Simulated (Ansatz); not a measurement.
GeH5CBr3N2 (CH(NH2)2GeBr3), computed twice by G0W0.

The structure was built from a prototype and need not be the compound's stable phase.

```xyz
12
Lattice="5.9392 -0.0596 0.4977 -0.0596 5.8618 0.0555 0.4977 0.0555 5.9359" Properties=species:S:1:pos:R:3 pbc="T T T"
C    -0.2093    5.4759    0.2027
H    -0.5591    4.5040    0.5516
N     5.6597    0.1544    5.5668
N     0.8664    0.1557    0.7732
H     4.3266    5.4728   -0.7614
H     1.2549    5.5281    1.6035
H     5.9407    1.0495    5.1507
H     1.7805    1.1065    6.4291
Ge    3.0521    3.1063    3.3772
Br    2.7310    2.9585   -0.0268
Br    3.2654   -0.2158    3.1699
Br    0.5205    3.0154    3.2028
```

The structure was relaxed with PBE-D3(BJ). The runs that relaxed it are not among those shown.

The first (Ansatz 0.2.0; start PBE, 4×4×4 mesh, 690 empty bands, screening to 130 eV, PAW set soft_1 files; 1 × NVIDIA H100 80GB HBM3 (shared by 6 runs) with 2 threads of AMD EPYC 7R13 (Zen 3), shared host) gave, on its mesh: starting gap 2.15 eV, G0W0 gap 3.53 eV, RPA ε∞ (mean) 3.83, 5.4 min.

The second gave: starting gap 2.15 eV, G0W0 gap 3.34 eV, RPA ε∞ (mean) 3.86, 53 s.

Q: What was changed in the input? Choose among start, files, mesh, bands and cutoff, frequency model or another key.

Changed: empty bands from 690 to 174 and screening cutoff (eV) from 130.0 to 52. The starting gap stayed, which rules out the functional and points to the GW step. Other changes could give like numbers; this is the one that was made.

Limits: not at the basis limit; no spin-orbit coupling.

[Paths, hosts, dates, memory and timing lines, banners, echoed tables and standing remarks are left out of the program output.]

[Logs are printed without paths, hosts, clocks, repeated set-up lines and the standing remarks that a program may print on its own settings, such as how far it seeks lower states.]

[Runs of the session that timed out or met a known fault of the program may be left out.]

[Cells called generated may have been cut or substituted from an entry of the Crystallography Open Database or the Materials Project.]

[Hosts, paths, dates, database ids (printed as entryN), source tags and the programs' standing remarks are cut or masked in the printed files.]
